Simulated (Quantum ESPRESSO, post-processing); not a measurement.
# Na(100), 5 layers: test of the smearing, part 3 of 3

Wanted: the cheapest sound input for Na(100), 5 layers, from a series that sets result against time.

Quantum ESPRESSO 7.5; plane-wave DFT, PBE, SSSP efficiency pseudopotentials.

So far. Step 7 (Self-consistent run: gaussian smearing, 0.03 Ry): Counted from each run's own zero (the Fermi level), the vacuum level differs from the first run's by +98 meV. Step 8 (SCF with pw.x: fd smearing, 0.002 Ry): Counted from each run's own zero (the Fermi level), the vacuum level differs from the first run's by -3 meV.

### 9. Ground state: fd smearing, 0.01 Ry

Input file c7.in:

```
&control
  prefix = 'c7'
  outdir = './out'
  pseudo_dir = './pseudo'
  calculation = 'scf'
  tprnfor = .true.
/
&system
  ibrav = 0
  nat = 5
  ntyp = 1
  ecutwfc = 45
  ecutrho = 360
  occupations = 'smearing'
  smearing = 'fd'
  degauss = 0.01
  assume_isolated = 'esm'
  esm_bc = 'bc1'
/
&electrons
  conv_thr = 1e-07
  mixing_beta = 0.4
  electron_maxstep = 120
  mixing_mode = 'local-TF'
/
ATOMIC_SPECIES
  Na  22.9898  na_pbe_v1.5.uspp.F.UPF
CELL_PARAMETERS angstrom
  4.23000000000000 0.00000000000000 0.00000000000000
  0.00000000000000 4.23000000000000 0.00000000000000
  0.00000000000000 0.00000000000000 24.46000000000000
ATOMIC_POSITIONS crystal
  Na  0.000000000000 0.000000000000 -0.172935404742
  Na  0.500000000000 0.500000000000 -0.086467702371
  Na  0.000000000000 0.000000000000 0.000000000000
  Na  0.500000000000 0.500000000000 0.086467702371
  Na  0.000000000000 0.000000000000 0.172935404742
K_POINTS automatic
  8 8 1 0 0 0
```

Started as:

```sh
OMP_NUM_THREADS=1 mpirun -n 4 pw.x -nk 4 -in c7.in > c7.out
```

The program printed:

```text
[banner, memory and clock lines left out]
Program PWSCF v.7.5 starts
[...]
Message from routine setup:
[...]
number of electrons       =        45.00
     number of Kohn-Sham states=           28
     kinetic-energy cutoff     =      45.0000  Ry
     charge density cutoff     =     360.0000  Ry
[...]
number of k points=    15  Fermi-Dirac smearing, width (Ry)=  0.0100
[...]
Dense  grid:   340443 G-vectors     FFT dimensions: (  50,  50, 288)
[...]
negative rho (up, down):  1.844E-03 0.000E+00
     Starting wfcs are   25 randomized atomic wfcs +    3 random wfcs
[...]
negative rho (up, down):  1.690E-04 0.000E+00
[...]
estimated scf accuracy    <       0.12343053 Ry
[...]
negative rho (up, down):  5.619E-08 0.000E+00
[...]
estimated scf accuracy    <       0.08019670 Ry
[...]
estimated scf accuracy    <       0.00476099 Ry
[...]
estimated scf accuracy    <       0.00284778 Ry
[...]
estimated scf accuracy    <       0.00222172 Ry
[...]
estimated scf accuracy    <       0.00112333 Ry
[...]
negative rho (up, down):  6.659E-04 0.000E+00
[...]
estimated scf accuracy    <       0.00058576 Ry
[...]
negative rho (up, down):  4.066E-07 0.000E+00
[...]
estimated scf accuracy    <       0.00064827 Ry
[...]
negative rho (up, down):  3.307E-07 0.000E+00
[...]
estimated scf accuracy    <       0.00004852 Ry
[...]
negative rho (up, down):  2.788E-06 0.000E+00
[...]
estimated scf accuracy    <       0.00006650 Ry
[...]
negative rho (up, down):  2.733E-05 0.000E+00
[...]
estimated scf accuracy    <       0.00002387 Ry
[...]
negative rho (up, down):  7.769E-06 0.000E+00
[...]
estimated scf accuracy    <       0.00000121 Ry
[...]
negative rho (up, down):  1.398E-05 0.000E+00
[...]
estimated scf accuracy    <       0.00000066 Ry
[...]
negative rho (up, down):  4.042E-05 0.000E+00
[...]
estimated scf accuracy    <       0.00000102 Ry
[...]
negative rho (up, down):  2.837E-05 0.000E+00
[...]
estimated scf accuracy    <       0.00000028 Ry
[...]
negative rho (up, down):  2.515E-05 0.000E+00
[...]
the Fermi energy is    -2.6388 ev
!    total energy              =    -476.69728217 Ry
     estimated scf accuracy    <       0.00000010 Ry
     smearing contrib. (-TS)   =      -0.01242624 Ry
     internal energy E=F+TS    =    -476.68485593 Ry
[...]
one-electron contribution =    2163.91185419 Ry
     hartree contribution      =   -1087.34810973 Ry
     xc contribution           =     -71.47513184 Ry
     ewald contribution        =   -1481.77346854 Ry
     convergence has been achieved in  16 iterations
[...]
Total force =     0.001027     Total SCF correction =     0.001435
[...]
```

The job ended after 36 s (4 MPI ranks of AMD EPYC 9R45, shared host; peak memory 0.96 GiB).

This step gave:

```
free energy                                                    : -6485.7969 eV
energy at zero smearing                                        : -6485.7124 eV
Fermi energy                                                   : -2.639 eV
vacuum line at the lower end of the cell, over the Fermi level : 2.639 eV
vacuum line at the upper end of the cell, over the Fermi level : 2.639 eV
```

The program's own clock; routines nest. Time by routine:

| routine | wall time (s) | calls |
| --- | --- | --- |
| PWSCF | 34.97 | 1 |
| electrons | 31.83 | 1 |
| c_bands | 20.11 | 17 |
| cegterg | 16.49 | 68 |
| h_psi | 10.79 | 839 |
| fftw | 8.16 | 14762 |
| vloc_psi | 8.04 | 839 |
| sum_band | 3.69 | 17 |
| mix_rho | 3.55 | 17 |
| init_run | 2.66 | 1 |
| v_of_rho | 2.64 | 17 |
| newd | 1.93 | 17 |
| ffts | 1.88 | 1615 |
| calbec | 1.72 | 923 |

Counted from each run's own zero (the Fermi level), the vacuum level differs from the first run's by +76 meV.

### 10. Self-consistent run: fd smearing, 0.03 Ry

c8.in, as its differences from the input of step 9:

```diff
@@ -1,3 +1,3 @@
 &control
-  prefix = 'c7'
+  prefix = 'c8'
   outdir = './out'
@@ -15,3 +15,3 @@
   smearing = 'fd'
-  degauss = 0.01
+  degauss = 0.03
   assume_isolated = 'esm'
```

Started as:

```sh
OMP_NUM_THREADS=1 mpirun -n 4 pw.x -nk 4 -in c8.in > c8.out
```

The program printed:

```text
[banner, memory and clock lines left out]
Program PWSCF v.7.5 starts
[...]
Message from routine setup:
[...]
number of electrons       =        45.00
     number of Kohn-Sham states=           28
     kinetic-energy cutoff     =      45.0000  Ry
     charge density cutoff     =     360.0000  Ry
[...]
number of k points=    15  Fermi-Dirac smearing, width (Ry)=  0.0300
[...]
Dense  grid:   340443 G-vectors     FFT dimensions: (  50,  50, 288)
[...]
negative rho (up, down):  1.844E-03 0.000E+00
     Starting wfcs are   25 randomized atomic wfcs +    3 random wfcs
[...]
negative rho (up, down):  2.024E-04 0.000E+00
[...]
estimated scf accuracy    <       0.11087255 Ry
[...]
negative rho (up, down):  7.349E-08 0.000E+00
[...]
estimated scf accuracy    <       0.07234803 Ry
[...]
estimated scf accuracy    <       0.00380166 Ry
[...]
estimated scf accuracy    <       0.00202237 Ry
[...]
estimated scf accuracy    <       0.00162544 Ry
[...]
estimated scf accuracy    <       0.00074593 Ry
[...]
negative rho (up, down):  6.602E-08 0.000E+00
[...]
estimated scf accuracy    <       0.00039850 Ry
[...]
estimated scf accuracy    <       0.00031933 Ry
[...]
estimated scf accuracy    <       0.00002345 Ry
[...]
estimated scf accuracy    <       0.00001897 Ry
[...]
negative rho (up, down):  1.386E-06 0.000E+00
[...]
estimated scf accuracy    <       0.00000076 Ry
[...]
negative rho (up, down):  2.298E-07 0.000E+00
[...]
estimated scf accuracy    <       0.00000248 Ry
[...]
negative rho (up, down):  9.811E-07 0.000E+00
[...]
estimated scf accuracy    <       0.00000075 Ry
[...]
negative rho (up, down):  1.434E-06 0.000E+00
[...]
estimated scf accuracy    <       0.00000015 Ry
[...]
negative rho (up, down):  7.231E-07 0.000E+00
[...]
the Fermi energy is    -2.9266 ev
!    total energy              =    -476.74503252 Ry
     estimated scf accuracy    <       0.00000004 Ry
     smearing contrib. (-TS)   =      -0.10576353 Ry
     internal energy E=F+TS    =    -476.63926899 Ry
[...]
one-electron contribution =    2164.67858634 Ry
     hartree contribution      =   -1088.07313269 Ry
     xc contribution           =     -71.47125411 Ry
     ewald contribution        =   -1481.77346854 Ry
     convergence has been achieved in  15 iterations
[...]
Total force =     0.001238     Total SCF correction =     0.001015
[...]
```

Run time: 37 s. Hardware: 4 MPI ranks; peak memory 1.1 GiB; 2.4 min of CPU time.

Numbers from this step:

* free energy: -6486.4466 eV
* energy at zero smearing: -6485.7271 eV
* Fermi energy: -2.927 eV
* vacuum line at the lower end of the cell, over the Fermi level: 2.927 eV
* vacuum line at the upper end of the cell, over the Fermi level: 2.927 eV

The program's own clock; routines nest. Time by routine:

| routine | wall time (s) | calls |
| --- | --- | --- |
| PWSCF | 36.04 | 1 |
| electrons | 32.92 | 1 |
| c_bands | 22.14 | 16 |
| cegterg | 17.87 | 64 |
| h_psi | 11.35 | 963 |
| vloc_psi | 8.31 | 963 |
| fftw | 8.31 | 15484 |
| sum_band | 3.47 | 16 |
| mix_rho | 3.09 | 16 |
| init_run | 2.65 | 1 |
| v_of_rho | 2.46 | 16 |
| newd | 1.85 | 16 |
| calbec | 1.85 | 1043 |
| ffts | 1.75 | 1434 |

Counted from each run's own zero (the Fermi level), the vacuum level differs from the first run's by +363 meV.

### 11. The series side by side

All levels:

| level | vacuum level over the Fermi level (eV) | its change from the first (meV) | energy from the first (meV an atom) | SCF iterations | wall time (s) | peak memory (GiB) | CPU time (s) |
| --- | --- | --- | --- | --- | --- | --- | --- |
| mv smearing, 0.01 Ry | 2.563 | 0 | 0 | 14 | 31.54 | 0.97 | 125.4 |
| mv smearing, 0.02 Ry | 2.576 | 12.6 | -1.771 | 14 | 31.48 | 1.18 | 125.1 |
| mv smearing, 0.04 Ry | 2.631 | 67.4 | -5.082 | 18 | 37.88 | 1.33 | 150.7 |
| mp smearing, 0.02 Ry | 2.588 | 24.9 | -0.1757 | 14 | 31.87 | 0.97 | 126.7 |
| gaussian smearing, 0.01 Ry | 2.585 | 21.8 | 0.2239 | 14 | 31.33 | 1.37 | 124.5 |
| gaussian smearing, 0.03 Ry | 2.661 | 97.9 | -1.113 | 21 | 42.01 | 1.31 | 167.2 |
| fd smearing, 0.002 Ry | 2.56 | -3.4 | 0.7001 | 14 | 31.39 | 0.98 | 124.8 |
| fd smearing, 0.01 Ry | 2.639 | 75.6 | -0.6918 | 16 | 35.62 | 0.96 | 141.7 |
| fd smearing, 0.03 Ry | 2.927 | 363.4 | -3.635 | 15 | 36.69 | 1.1 | 146 |

### 12. Results

| Property | Result |
| --- | --- |
| vacuum level over the Fermi level, mv smearing, 0.01 Ry | 2.563 eV |
| widest smearing within 20 meV of the first | mv smearing, 0.02 Ry: +13 meV |
| setting with the largest shift of the level | fd smearing, 0.03 Ry: +363 meV |

In words: The widest smearing within 20 meV of the first is mv smearing, 0.02 Ry: +13 meV. Over the series the energy moves by up to 5.08 meV an atom and the vacuum level by up to 363 meV. Energies are compared after the usual extrapolation to zero width for Gaussian and Fermi-Dirac smearing, and as printed for mv and mp. The mesh was not varied: narrow widths need more k-points than wide ones, so they want a mesh test of their own. Equal degauss is not equal width: Fermi-Dirac tails reach much further, and 0.03 Ry is an electron temperature of 4,700 K, which shifts the chemical potential and the surface dipole. The cost is much the same throughout. The times come from a shared host and are rough. Peak memory is sampled during the run and can miss the peak. The geometry is as built, not relaxed.

[Logs are printed without paths, hosts, clocks, repeated set-up lines and the standing remarks that a program may print on its own settings, such as how far it seeks lower states.]

[Hosts, paths, dates, database ids (printed as entryN), source tags and the programs' standing remarks are cut or masked in the printed files.]

[Maps of the electrostatic potential energy from Ansatz leave out the sawtooth potential of an applied field or a dipole correction, so their vacuum need not be flat; planar profiles and work functions include it.]
